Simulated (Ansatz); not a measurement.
**C_N in AlN (F-43m): charge-transition levels and formation energies**

Aim: at which Fermi levels does C_N in AlN (F-43m) change its charge? The model is a cell of 54 host atoms with 1 N taken out and 1 C put in.

Method: place-levels on r2SCAN runs: charge-transition levels and formation energies with image-charge correction and potential alignment at the atomic sites; PAW set soft_1, in Ansatz 0.2.0.

## Step 1: Set-up

The cell holds 54 atoms: 27 Al, 26 N and 1 C. Its edges and angles: a = 9.269 Å, b = 9.269 Å, c = 9.269 Å, α = 60.0°, β = 60.0°, γ = 60.0°. It derives from AlN (space group F-43m). Nearest the centre at fractional (0.417, 0.417, 0.417): C28 at 0.00 Å, Al29 at 1.89 Å, Al45 at 1.89 Å, Al33 at 1.89 Å, Al27 at 1.89 Å, N30 at 3.09 Å, N24 at 3.09 Å, N12 at 3.09 Å.

Coordinates:

```xyz
54
Lattice="0.0000 6.5542 6.5542 6.5542 0.0000 6.5542 6.5542 6.5542 0.0000" Properties=species:S:1:pos:R:3 pbc="T T T"
Al    0.0000    0.0000    0.0000
N     1.0924    1.0924    1.0924
Al    2.1847    2.1847    0.0000
N     3.2771    3.2771    1.0924
Al    4.3695    4.3695    0.0000
N     5.4618    5.4618    1.0924
Al    2.1847    0.0000    2.1847
N     3.2771    1.0924    3.2771
Al    4.3695    2.1847    2.1847
N     5.4618    3.2771    3.2771
Al    6.5542    4.3695    2.1847
N     7.6466    5.4618    3.2771
Al    4.3695    0.0000    4.3695
N     5.4618    1.0924    5.4618
Al    6.5542    2.1847    4.3695
N     7.6466    3.2771    5.4618
Al    8.7389    4.3695    4.3695
N     9.8313    5.4618    5.4618
Al    0.0000    2.1847    2.1847
N     1.0924    3.2771    3.2771
Al    2.1847    4.3695    2.1847
N     3.2771    5.4618    3.2771
Al    4.3695    6.5542    2.1847
N     5.4618    7.6466    3.2771
Al    2.1847    2.1847    4.3695
N     3.2771    3.2771    5.4618
Al    4.3695    4.3695    4.3695
C     5.4618    5.4618    5.4618
Al    6.5542    6.5542    4.3695
N     7.6466    7.6466    5.4618
Al    4.3695    2.1847    6.5542
N     5.4618    3.2771    7.6466
Al    6.5542    4.3695    6.5542
N     7.6466    5.4618    7.6466
Al    8.7389    6.5542    6.5542
N     9.8313    7.6466    7.6466
Al    0.0000    4.3695    4.3695
N     1.0924    5.4618    5.4618
Al    2.1847    6.5542    4.3695
N     3.2771    7.6466    5.4618
Al    4.3695    8.7389    4.3695
N     5.4618    9.8313    5.4618
Al    2.1847    4.3695    6.5542
N     3.2771    5.4618    7.6466
Al    4.3695    6.5542    6.5542
N     5.4618    7.6466    7.6466
Al    6.5542    8.7389    6.5542
N     7.6466    9.8313    7.6466
Al    4.3695    4.3695    8.7389
N     5.4618    5.4618    9.8313
Al    6.5542    6.5542    8.7389
N     7.6466    7.6466    9.8313
Al    8.7389    8.7389    8.7389
N     9.8313    9.8313    9.8313
```

Known beforehand: the electronic dielectric constant, 4.64, and the static one, 8.51, computed on the host (DFPT, PBEsol, on the r2SCAN cell), and a cell off the functional's own equilibrium shifts the ionic part.

The cell's shortest repeat is 9.3 Å.

## Step 2: The runs of each charge state

Levels follow from differences of total energies between charge states, each relaxed by itself.

Random displacements of about 0.05 Å break the site symmetry at the start, so that the relaxation can reach a distorted minimum if there is one. Forces are taken at one point at (¼, ¼, ¼). The cell holds 1 electron more than the neutral one, with a uniform background that keeps it neutral on the whole.

The sampling was tested on the host first: at the k-points planned (1x1x1 shifted 0.25 0.25 0.25) its energy lies 0.045 eV an atom from the dense-mesh value, so the final energies take a denser sampling.

One state's input; the others differ in charge, spin, start and seed, and in occupations where the table says so.

The input, qm1.relax/input.yaml:

```yaml
crystal:
  lattice:
    - [0.0, 2.18472995, 2.18472995]
    - [2.18472995, 0.0, 2.18472995]
    - [2.18472995, 2.18472995, 0.0]
  atoms:
    - { symbol: Al, position: [0.0, 0.0, 0.0] }
    - { symbol: "N", position: [0.25, 0.25, 0.25] }
  supercell: [3, 3, 3]
  defects: [{ substitution: { at: 27, symbol: C } }]
total_charge: -1
basis:
  ecutwfc: 500
  xc_grid: 2
hamiltonian:
  xc: r2scan
  pseudopotentials: { kind: paw, azcp: { folder: soft_1 } }
kpoints:
  mp_grid: { grid: [1, 1, 1], shift: [0.25, 0.25, 0.25] }
scf:
  occupations: { method: fixed }
  max_iter: 80
output:
  forces: true
  charged_corrections: { epsilon: 4.64, static_epsilon: 8.51 }
relax:
  f_tol: 0.02
  max_steps: 80
  random_displacement: { amplitude: 0.05, seed: 8932 }
checkpoint:
  write: "../qm1.relax.run"
  compress: false
  write_wavefunctions: true
  write_every: 100000
```

Command:

```bash
$ ansatz run input.yaml --threads 4 --pin off --max-ram 7536MiB --backend cpu --events-out ev --progress --plain --runs-dir out
```

The relaxed structure is kept and the sampling changed to a 2×2×2 shifted mesh.

The run of this state that the levels use, under r2SCAN:

The input, qm1.point/input.yaml:

```yaml
crystal:
  checkpoint: "../qm1.relax.run"
  host: checkpoint
total_charge: -1
basis:
  ecutwfc: 500
  xc_grid: 2
hamiltonian:
  xc: r2scan
  pseudopotentials: { kind: paw, azcp: { folder: soft_1 } }
kpoints:
  mp_grid: { grid: [2, 2, 2], shift: [0.5, 0.5, 0.5] }
scf:
  occupations: { method: fermi_dirac, width: 0.01 }
  max_iter: 80
output:
  forces: true
  eigenvalues: true
  charged_corrections:
    epsilon: 4.64
    static_epsilon: 8.51
    defect_position: [0.416667, 0.416667, 0.416667]
  eigenstates: { localisation: true }
  populations: true
  band_densities: [{ bands: [v1, v1] }, { bands: [c1, c1] }]
  write_density: true
  write_potential: true
  volumetric_format: npy
  elf: true
checkpoint:
  read: "../qm1.relax.run"
  write: "../qm1.point.run"
  compress: false
  write_wavefunctions: false
  write_every: 100000
```

Relaxations under r2SCAN at one point at (¼, ¼, ¼); times on 4 threads of Arm Neoverse V1, shared host:

| charge | moment (μB) | occupations | outcome | steps | largest displacement against the far atoms (Å) | time |
| --- | --- | --- | --- | --- | --- | --- |
| −1 | 0 | fixed | converged | 5 | 0.03 | 47 s |
| 0 | 1 | fixed | converged | 12 | 0.07 | 5.7 min |
| +1 | 0 | fixed | converged | 12 | 0.22 | 2.4 min |
| +1 | 2 | fixed | converged | 6 | 0.15 | 2.1 min |

Single points under r2SCAN at a 2×2×2 shifted mesh; times on 4 threads of Arm Neoverse V1, shared host:

| charge | moment (μB) | occupations | outcome | time |
| --- | --- | --- | --- | --- |
| −1 | 0 | fermi-dirac | converged | 50 s |
| 0 | 1 | fermi-dirac | converged | 2 min |
| +1 | 0 | fermi-dirac | converged | 57 s |
| +1 | 2 | fermi-dirac | converged | 1.9 min |

Distances (Å) from C28 to the nearest atoms after relaxation with r2SCAN:

| charge | moment (μB) | 1. | 2. | 3. | 4. | 5. | 6. |
| --- | --- | --- | --- | --- | --- | --- | --- |
| −1 | 0 | Al 1.88 | Al 1.88 | Al 1.88 | Al 1.89 | N 3.11 | N 3.11 |
| 0 | 1 | Al 1.92 | Al 1.93 | Al 1.98 | Al 1.98 | N 3.07 | N 3.07 |
| +1 | 0 | Al 1.94 | Al 1.95 | Al 1.95 | Al 2.24 | N 2.92 | N 2.92 |
| +1 | 2 | Al 1.94 | Al 2.05 | Al 2.05 | Al 2.05 | N 3.05 | N 3.05 |

## Step 3: Levels against the band edges, r2SCAN

A charged cell interacts with its images and the background, and its potential has another zero than the host's. place-levels removes the first by a point-charge model, screened by the static dielectric constant since the ions have relaxed around the charge, and the second by comparing potentials at atoms far from the defect.

The host is a run of the defect-free crystal in the same cutoffs, grids and k-points, so that basis and sampling errors cancel in part in the differences. The host is run in a cell of 2 atoms on a matching mesh. Its band edges are searched through the zone by a band path, so the gap is smaller than, or equal to, that on the mesh. Chemical potentials are energies per atom of N (N2 molecule) and C (diamond), run with the same functional and cutoff. Carbon is taken as diamond, which semilocal functionals can put about 0.1 eV an atom over graphite.

The input, levels.point.yaml:

```yaml
host:
  run: host.point.run
states: [qm1.point.run, q0_M1.point.run, qp1.point.run, qp1_M2.point.run]
geometry_from:
  qm1.point.run: qm1.relax.run
  q0_M1.point.run: q0_M1.relax.run
  qp1.point.run: qp1.relax.run
  qp1_M2.point.run: qp1_M2.relax.run
  host.point.run: host.relax.run
chemical_potentials:
  "N":
    energy: -384.814403
    dataset: "<sha256 of the dataset>"
  C:
    energy: -251.553391
    dataset: "<sha256 of the dataset>"
epsilon: 4.64
static_epsilon: 8.51
vertical:
  - { from: qm1.point.run, to: qm1.point_neutral.run }
  - { from: qp1.point.run, to: qp1.point_neutral.run }
  - { from: qp1_M2.point.run, to: qp1_M2.point_neutral.run }
```

Command:

```bash
$ ansatz place-levels levels.point.yaml -- --threads 4 --pin off --max-ram 7536MiB
```

Numbers of over 12 decimals in the logs are rounded to 6 here.

Log:

```text
[... repeated set-up lines and file paths are left out, and long positions are rounded to six places ...]
(+1/0) 0.357 eV above the valence edge, 3.562 eV under the conduction edge
(0/-1) 1.360 eV above the valence edge, 2.558 eV under the conduction edge
formation energy of charge +1: +4.706 eV with the Fermi level at the valence edge
formation energy of charge 0: +5.062 eV with the Fermi level at the valence edge
formation energy of charge -1: +6.422 eV with the Fermi level at the valence edge
vertical -1 to 0: no energy, since no alignment is typed
  the change from vertical[0].from (qm1.point.run) to vertical[0].to (qm1.point_neutral.run): by its potential at epsilon 4.64 it stands at 0.419 0.417 0.416, with an rms radius of about 2.0 Å (1.3 1.0 1.0 Å across the planes of the cell's vectors); [...]
vertical +1 to 0: no energy, since no alignment is typed
  the change from vertical[1].from (qp1.point.run) to vertical[1].to (qp1.point_neutral.run): by its spins about the atoms it stands at 0.397 0.411 0.409, with an rms radius of about 2.3 Å (1.7 1.1 1.1 Å across the planes of the cell's vectors); [...]
vertical +1 to 0: no energy, since no alignment is typed
  the change from vertical[2].from (qp1_M2.point.run) to vertical[2].to (qp1_M2.point_neutral.run): by its potential at epsilon 4.64 it stands at 0.415 0.415 0.412, with an rms radius of about 1.6 Å (1.0 1.0 0.7 Å across the planes of the cell's vectors); [...]
  edges by r2scan, gap 3.918 eV; the host is sampled to repeats of 18.54 Å
  the defect's cells are sampled to repeats of 18.54 Å, like sampling
  charge +1: -24936.5684 eV with its correction of +0.257 eV, at epsilon 8.51, aligned at sites: -0.0389 eV, mean over 19 atomic sites at or beyond 4.63 Å from the host's site at [0.4168, 0.4168, 0.4168] by the defect at [0.4167, 0.4167, 0.4167], with [...]
  charge 0: +0.000 eV for its dipole among its images, +0.000 omitted
  charge -1: -24921.4506 eV with its correction of +0.286 eV, at epsilon 8.51, aligned at sites: +0.0101 eV, mean over 19 atomic sites at or beyond 4.63 Å from the host's site at [0.4168, 0.4168, 0.4168] by the defect at [0.4167, 0.4167, 0.4167], with [...]
  charge +1: states[2] (qp1.point.run) stands 0.514 eV higher, with a moment of 0.00 μB against 2.00
  states[2] (qp1.point.run): levels filled in part (TS 0.007 eV): its energy is of no whole electron's
  of states[3] (qp1_M2.point.run): its alignment with the host at atomic sites is doubtful: the mean over the far sites moves by -0.0969 eV from their farther parts to their nearer, more than 0.05 eV. [...]
  of states[1] (q0_M1.point.run): stability_check_not_made
  of states[0] (qm1.point.run): its alignment with the host at atomic sites is doubtful: the mean over the far sites moves by +0.1741 eV from their farther parts to their nearer, more than 0.05 eV. [...]
  of states[2] (qp1.point.run): it parts from the run at its places by a charge that spreads by about 1.7 Å along one vector (1.3 Å or more is wide), by the spins about the atoms, where the cell does not tell a trapped carrier from a band state. [...]
  vertical[0].to (qm1.point_neutral.run): levels filled in part (TS 0.001 eV): its energy is of no whole electron's
  of vertical[0].to (qm1.point_neutral.run): stability_check_not_made
  vertical[1].from (qp1.point.run): levels filled in part (TS 0.007 eV): its energy is of no whole electron's
  of vertical[1].from (qp1.point.run): it parts from the run at its places by a charge that spreads by about 1.7 Å along one vector (1.3 Å or more is wide), by the spins about the atoms, where the cell does not tell a trapped carrier from a band state. [...]
  of vertical[1].to (qp1.point_neutral.run): stability_check_not_made
  of vertical[2].from (qp1_M2.point.run): stability_check_not_made
  of vertical[2].to (qp1_M2.point_neutral.run): it set out from the moments of a save, which an earlier run chose (saved_moments_taken); stability_check_not_made
```

Elapsed: 0.49 s, on 4 threads of Arm Neoverse V1, shared host.

Levels between the charges placed, in eV above the valence top:

|  | gap (eV) | (+1/0) | (0/−1) |
| --- | --- | --- | --- |
| r2SCAN | 3.92 | 0.36 | 1.36 |

Corrections by state:

| charge | moment (μB) | image terms and alignment (eV) | band filling (eV) | ε used | over the lowest of its charge, as the program ranks them, band filling apart (eV) |
| --- | --- | --- | --- | --- | --- |
| +1 | 2.0 | 0.257 | - | 8.51 | 0.000 |
| 0 | 1.0 | 0.000 | - | - | 0.000 |
| −1 | 0.0 | 0.286 | - | 8.51 | 0.000 |
| +1 | 0.0 | 0.229 | - | 8.51 | 0.514 |

The charged structures listed were also run neutral, and place-levels reads from each pair, by the potential or the spins, how wide the charge is by which they differ; that can be the carrier of either run.

| charge | rms radius (Å) | spread where it is widest against the cell (Å) | wide from (Å) | reading |
| --- | --- | --- | --- | --- |
| +1 | 1.6 | 1.01 | 1.31 | narrow |
| −1 | 2.0 | 1.30 | 1.31 | narrow |

The neutral runs of these pairs need not share the spin of the lowest neutral state, and very wide values only mean spread over the cell.

From the program's caveats on the states, each cut to its opening words:

- charge +1 (2 μB): its alignment with the host at atomic sites is doubtful: the mean over the far sites moves by -0.0969 eV from their farther parts to their nearer, more than [...]
- charge +1 (2 μB), 0 (1 μB): flagged: stability check not made
- charge −1: its alignment with the host at atomic sites is doubtful: the mean over the far sites moves by +0.1741 eV from their farther parts to their nearer, more than [...]
- charge +1: it parts from the run at its places by a charge that spreads by about 1.7 Å along one vector (1.3 Å or more is wide), by the spins about the atoms, where the [...]
- charge +1: its alignment with the host at atomic sites is doubtful: the mean over the far sites moves by -0.0869 eV from their farther parts to their nearer, more than [...]
- charge +1: the host's ions (past the first shell or, of a walk that freed a part, those that it held) aren't shown at rest: they stand up to 0.046 Å off their sites, 0.77 [...]

The host's formation energy from the elements is -1.603 eV per atom; it sets how far the chemical potentials can move.

Limit set by the element alone; other compounds of these elements are not counted. Chemical potentials from the elements' reference states: Al 0.00 eV, N -3.21 eV, C 0.00 eV. Formation energies (Al-rich), with the Fermi level at the valence top and at the conduction bottom (gap 3.92 eV):

| charge | at valence top (eV) | at conduction bottom (eV) | correction included (eV) |
| --- | --- | --- | --- |
| +1 | 1.50 | 5.42 | 0.26 |
| 0 | 1.86 | 1.86 | 0.00 |
| −1 | 3.22 | -0.70 | 0.29 |

Fermi level (eV), lowest formation energy (eV) and a bar from the least value:
```
     0.00       1.50 ##########################
     0.36       1.86 ##############################
     0.71       1.86 ##############################
     1.07       1.86 ##############################
     1.42       1.79 #############################
     1.78       1.44 #########################
     2.14       1.08 #####################
     2.49       0.72 #################
     2.85       0.37 #############
     3.21       0.01 ########
     3.56      -0.35 ####
     3.92      -0.70
```

Limit set by the element alone; other compounds of these elements are not counted. Chemical potentials from the elements' reference states: N 0.00 eV, Al -3.21 eV, C 0.00 eV. Formation energy by charge state (N-rich; gap 3.92 eV):

| charge | at valence top (eV) | at conduction bottom (eV) | correction included (eV) |
| --- | --- | --- | --- |
| +1 | 4.71 | 8.62 | 0.26 |
| 0 | 5.06 | 5.06 | 0.00 |
| −1 | 6.42 | 2.50 | 0.29 |

Fermi level (eV), lowest formation energy (eV) and a bar from the least value:
```
     0.00       4.71 ##########################
     0.36       5.06 ##############################
     0.71       5.06 ##############################
     1.07       5.06 ##############################
     1.42       5.00 #############################
     1.78       4.64 #########################
     2.14       4.28 #####################
     2.49       3.93 #################
     2.85       3.57 #############
     3.21       3.22 ########
     3.56       2.86 ####
     3.92       2.50
```

## Step 4: The same at the relaxations' own k-points

The relaxations' own energies give the levels at their sampling, for comparison.

The input, levels.relax_mesh.yaml:

```yaml
host:
  run: host.relax.run
states: [qm1.relax.run, q0_M1.relax.run, qp1.relax.run, qp1_M2.relax.run]
chemical_potentials:
  "N":
    energy: -384.814403
    dataset: "<sha256 of the dataset>"
  C:
    energy: -251.553391
    dataset: "<sha256 of the dataset>"
```

Command:

```bash
$ ansatz place-levels levels.relax_mesh.yaml -- --threads 4 --pin off --max-ram 7536MiB
```

Log:

```text
(+1/0) 0.558 eV above the valence edge, 3.312 eV under the conduction edge
(0/-1) 1.527 eV above the valence edge, 2.343 eV under the conduction edge
formation energy of charge +1: +4.380 eV with the Fermi level at the valence edge
formation energy of charge 0: +4.938 eV with the Fermi level at the valence edge
formation energy of charge -1: +6.465 eV with the Fermi level at the valence edge
  edges by r2scan, gap 3.870 eV; the host is sampled to repeats of 9.27 Å
[... the lines on each state left out ...]
```

Run time: 0.15 s. Hardware: 4 threads.

Levels between neighbouring charges, in eV above the valence top:

|  | gap (eV) | (+1/0) | (0/−1) |
| --- | --- | --- | --- |
| one point at (¼, ¼, ¼) | 3.87 | 0.56 | 1.53 |
| a 2×2×2 shifted mesh | 3.92 | 0.36 | 1.36 |

Going from one point at (¼, ¼, ¼) to a 2×2×2 shifted mesh moves the levels that carry no band-filling term by up to 0.20 eV and formation energies against the elements by up to 0.33 eV.

## Step 5: Outcome

```json
{"gap of the host": "3.92 eV (r2SCAN)", "level (plus 1/0)": "0.36 eV above the valence top", "level (0/minus 1)": "1.36 eV above the valence top", "lowest of the charges placed, just above the valence top (0.02 eV)": "+1", "lowest of the charges placed, just below the conduction bottom (0.02 eV)": "−1", "lowest formation energy at mid-gap of the charges run, Al-rich": "1.26 eV", "lowest formation energy at mid-gap of the charges run, N-rich": "4.46 eV"}
```

Of the charges placed (−1, 0 and +1), the lowest changes at 0.36 eV (+1/0) and 1.36 eV (0/−1) above the valence top, in a gap of 3.92 eV. Charges above +1 and below −1 were not placed, so these runs say nothing of levels that involve them. States placed: +1 at 2 μB and 0 μB; 0 at 1 μB; −1 at 0 μB. Other spin states or structures, where not listed, weren't placed. C is taken at its element; compounds, which aren't counted here, bound the chemical potentials and would shift these formation energies. Going from one point at (¼, ¼, ¼) to a 2×2×2 shifted mesh moves the levels that carry no band-filling term by up to 0.20 eV and formation energies against the elements by up to 0.33 eV. The program doubts the alignment of potentials for at least one state, a sign that the cell is small. What this leaves open: r2SCAN makes the gap too small and tends to spread out bound carriers; where a gas molecule sets a chemical potential or the host's formation energy, its binding is uncorrected; force components of up to 0.45 eV/Å remain in a run at the final settings.

[Logs are printed without paths, hosts, clocks, repeated set-up lines and the standing remarks that a program may print on its own settings, such as how far it seeks lower states.]

[Hosts, paths, dates, database ids (printed as entryN), source tags and the programs' standing remarks are cut or masked in the printed files.]

[Where a table of states has a column of steps, it counts the stored structures, which are thinned; the runs took as many ionic steps or more.]

[A defect's name tells the site on which it was built; relaxed atoms can leave that site.]

[For some hosts the program warned that the k-mesh of the response run may be too coarse for force constants and the static dielectric constant; such warnings are not shown here.]
